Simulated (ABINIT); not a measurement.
# Te2Mo (P6_3/mmc): G0W0 in ABINIT against the exchange cutoff, part 2 of 2

Aim: move the exchange cutoff of a G0W0 run on Te2Mo (P6_3/mmc) over a wide range.

ABINIT 10.8.3; PBE and many-body steps on it, plane waves. Known limits of the many-body steps: not at the basis limit; exchange with frozen shells missing; no spin-orbit coupling; coarse k mesh.

So far. Step 2 (Screening, 3×3×1 mesh, 132 bands, screening to 106.1 eV): Local fields lower ε∞ by 11 %. On a Γ-centred mesh this coarse the value itself is usually too large, while a short band sum pulls it down.

### 5. 14.4 Ha

Level of this step: G0W0 on PBE, plane waves, norm-conserving pseudopotentials (ABINIT).

The self-energy is evaluated for the states that the input lists, and the levels follow from it, in one-shot runs by the linearised quasiparticle equation.

The input, run.abi:

```
acell 3*1.0 Angstrom
rprim 
  3.518200000003 -0.000000000001 0.000000000000
  -1.759100000001 3.046850575598 0.000000000000
  0.000000000000 0.000000000000 13.973600000000
ntypat 2
znucl 52 42
natom 6
typat 1 1 1 1 2 2
xred 
  0.333333333333 0.666666666667 0.621000000000
  0.666666666667 0.333333333333 0.121000000000
  0.333333333333 0.666666666667 0.879000000000
  0.666666666667 0.333333333333 0.379000000000
  0.333333333333 0.666666666667 0.250000000000
  0.666666666667 0.333333333333 0.750000000000
pp_dirpath "pseudos"
pseudos "Te.upf, Mo.upf"
ecut 36
ngkpt 3 3 1
nshiftk 1
shiftk 0 0 0
kptopt 1
chksymbreak 0
istwfk *1
occopt 1
irdwfk 1
optdriver 4
nband 132
gwcalctyp 0
ecutsigx 14.4
symsigma 1
nkptgw 2
kptgw 
  0.0000000000 0.0000000000 0.0000000000
  0.3333333333 0.3333333333 0.0000000000
bdgw 
  45 48
  45 48
ecuteps 3.9
irdscr 1
ppmodel 1
indata_prefix "in"
outdata_prefix "out"
tmpdata_prefix "tmp"
```

The run is started by

```console
> OMP_NUM_THREADS=1 mpirun -n 8 abinit run.abi > log
```

The program printed:

```text
.Version 10.8.3 of ABINIT. v10.8.2 released Aug 2026.

 Symmetries : space group P6_3/m m c (#194); Bravais hP (primitive hexag.)
[... echo of the input left out ...]
== DATASET  1 ==================================================================
-   mpi_nproc: 8, omp_nthreads: 1 (-1 if OMP is not activated)

--- !DatasetInfo
iteration_state: {dtset: 1, }
dimensions: {natom: 6, nkpt: 3, mband: 132, nsppol: 1, nspinor: 1, nspden: 1, mpw: 10515, }
cutoff_energies: {ecut:  36.0, pawecutdg:  -1.0, }
[...]
Band     E0 <VxcDFT>   SigX SigC(E0)      Z dSigC/dE  Sig(E)    E-E0       E
[...]
47   8.943 -16.955 -12.205  -3.390   0.766  -0.306 -15.914   1.041   9.984
       48   8.943 -16.955 -12.205  -3.390   0.766  -0.306 -15.914   1.041   9.984

== END DATASET(S) ==============================================================
================================================================================

 -outvars: echo values of variables after computation  --------
           etotal      0.0000000000E+00
            nband         132
             nkpt           3
          spgroup         194
 [... the other variables as echoed above ...]

 Calculation completed.
```

Elapsed: 15 s, on 8 MPI ranks of Intel Xeon Platinum 8488C (Sapphire Rapids), shared host; peak memory 1.6 GiB; 1.9 min of CPU time.

This step gave:

| Item | Value |
| --- | --- |
| G0W0 gap on the points computed | 1.535 eV |
| starting gap on the mesh | 0.9565 eV |
| k of the valence top | 0, 0, 0 |
| k of the conduction bottom | 0.3333, 0.3333, 0 |
| least direct G0W0 gap on the computed points | 1.568 eV |

The gap on the mesh goes from 0.96 eV to 1.54 eV, a correction of +0.58 eV.

### 6. 25.2 Ha

Edit run.abi of step 5 so:

```diff
@@ -30,3 +30,3 @@
 gwcalctyp 0
-ecutsigx 14.4
+ecutsigx 25.2
 symsigma 1
```

The program printed:

```text
.Version 10.8.3 of ABINIT. v10.8.2 released Aug 2026.

 Symmetries : space group P6_3/m m c (#194); Bravais hP (primitive hexag.)
[... echo of the input left out ...]
== DATASET  1 ==================================================================
-   mpi_nproc: 8, omp_nthreads: 1 (-1 if OMP is not activated)

--- !DatasetInfo
iteration_state: {dtset: 1, }
dimensions: {natom: 6, nkpt: 3, mband: 132, nsppol: 1, nspinor: 1, nspden: 1, mpw: 10515, }
cutoff_energies: {ecut:  36.0, pawecutdg:  -1.0, }
[...]
Band     E0 <VxcDFT>   SigX SigC(E0)      Z dSigC/dE  Sig(E)    E-E0       E
[...]
47   8.943 -16.955 -12.264  -3.390   0.766  -0.306 -15.959   0.996   9.939
       48   8.943 -16.955 -12.264  -3.390   0.766  -0.306 -15.959   0.996   9.939

== END DATASET(S) ==============================================================
================================================================================

 -outvars: echo values of variables after computation  --------
           etotal      0.0000000000E+00
            nband         132
             nkpt           3
          spgroup         194
 [... the other variables as echoed above ...]

 Calculation completed.
```

Run time: 11 s. Hardware: 8 MPI ranks; peak memory 1.9 GiB; 79 s of CPU time.

This step gave:

| Property | Result |
| --- | --- |
| G0W0 gap on the points computed | 1.525 eV |
| starting gap on the mesh | 0.9565 eV |
| k of the valence top | 0, 0, 0 |
| k of the conduction bottom | 0.3333, 0.3333, 0 |
| least direct G0W0 gap on the computed points | 1.562 eV |

Against the run before, the gap moves by −0.010 eV.

### 7. 36 Ha

Edit run.abi of step 6 so:

```diff
@@ -30,3 +30,3 @@
 gwcalctyp 0
-ecutsigx 25.2
+ecutsigx 36
 symsigma 1
```

The program printed:

```text
.Version 10.8.3 of ABINIT. v10.8.2 released Aug 2026.

 Symmetries : space group P6_3/m m c (#194); Bravais hP (primitive hexag.)
[... echo of the input left out ...]
== DATASET  1 ==================================================================
-   mpi_nproc: 8, omp_nthreads: 1 (-1 if OMP is not activated)

--- !DatasetInfo
iteration_state: {dtset: 1, }
dimensions: {natom: 6, nkpt: 3, mband: 132, nsppol: 1, nspinor: 1, nspden: 1, mpw: 10515, }
cutoff_energies: {ecut:  36.0, pawecutdg:  -1.0, }
[...]
Band     E0 <VxcDFT>   SigX SigC(E0)      Z dSigC/dE  Sig(E)    E-E0       E
[...]
47   8.943 -16.955 -12.267  -3.390   0.766  -0.306 -15.961   0.994   9.937
       48   8.943 -16.955 -12.267  -3.390   0.766  -0.306 -15.961   0.994   9.937

== END DATASET(S) ==============================================================
================================================================================

 -outvars: echo values of variables after computation  --------
           etotal      0.0000000000E+00
            nband         132
             nkpt           3
          spgroup         194
 [... the other variables as echoed above ...]

 Calculation completed.
```

The job ended after 10 s (8 MPI ranks; peak memory 1.8 GiB; 77 s of CPU time).

Numbers from this step:

| Quantity | Value |
| --- | --- |
| G0W0 gap on the points computed | 1.526 eV |
| starting gap on the mesh | 0.9565 eV |
| k of the valence top | 0, 0, 0 |
| k of the conduction bottom | 0.3333, 0.3333, 0 |
| least direct G0W0 gap on the computed points | 1.562 eV |

Against the run before, the gap moves by +0.001 eV.

### 8. Side by side

Times are wall times on 8 MPI ranks of Intel Xeon Platinum 8488C (Sapphire Rapids), shared host, good to a factor of about two. A run's time includes the screening step that it read.

```tsv
run	mesh	bands	screening cutoff (eV)	DFT gap (eV)	gap on the mesh (eV)	direct (eV)	ε∞ used	time
3.6 Ha	3×3×1	132	106.1	0.956	1.728	1.728	20.48	66 s
7.2 Ha	3×3×1	132	106.1	0.956	1.609	1.609	20.48	67 s
14.4 Ha	3×3×1	132	106.1	0.956	1.535	1.568	20.48	72 s
25.2 Ha	3×3×1	132	106.1	0.956	1.525	1.562	20.48	68 s
36 Ha	3×3×1	132	106.1	0.956	1.526	1.562	20.48	67 s
```

### 9. Results

| Quantity | Value |
| --- | --- |
| 3.6 Ha | 1.728 eV |
| 7.2 Ha | 1.609 eV |
| 14.4 Ha | 1.535 eV |
| 25.2 Ha | 1.525 eV |
| 36 Ha | 1.526 eV |
| known limits | not at the basis limit; exchange with frozen shells missing; no spin-orbit coupling; coarse k mesh |

What this shows: The setting moved: exchange cutoff. From 3.6 Ha to 36 Ha the gap moves by −0.20 eV. It holds to 0.03 eV from 14.4 Ha on. Bands and screening cutoff are coupled, so a series along one setting does not show full convergence. Below the screening cutoff the correlation part is cut too. Bands and cutoff are finite, so the gap is not at the basis limit. The miss can reach some tenths of an eV and take either sign; the mesh is an error of its own. In the first G0W0 run levels were corrected at 2 k points alone, so a gap called «on the mesh» is the least over those, and an edge elsewhere would be missed. The 3×3×1 mesh is coarse for this cell, which bears on the long-range parts of exchange and screening. The norm-conserving file of at least one element keeps a d shell over frozen s and p shells of the same row. Exchange with those shells is missing from the self-energy, an error of 0.3 to 0.9 eV in cases checked, whose sign depends on which edge lies on those atoms. The many-body steps are scalar-relativistic: spin-orbit coupling is not in them.

[Paths, hosts, dates, memory and timing lines, banners, echoed tables and standing remarks are left out of the program output.]

[Logs are printed without paths, hosts, clocks, repeated set-up lines and the standing remarks that a program may print on its own settings, such as how far it seeks lower states.]

[Runs of the session that timed out or met a known fault of the program may be left out.]

[No measured gap is set beside runs whose start may be inverted or whose files or cutoffs have a known fault.]

[Hosts, paths, dates, database ids (printed as entryN), source tags and the programs' standing remarks are cut or masked in the printed files.]

[G0W0 gaps are taken among the corrected bands and points alone; a level outside them can change the order at an edge.]

[Where Ansatz stands beside ABINIT at settings called matched, ABINIT's density can come from a denser mesh and the files from another edition; pairs whose starting gaps differed by over 0.03 eV were left out, so agreement reads better than it is.]
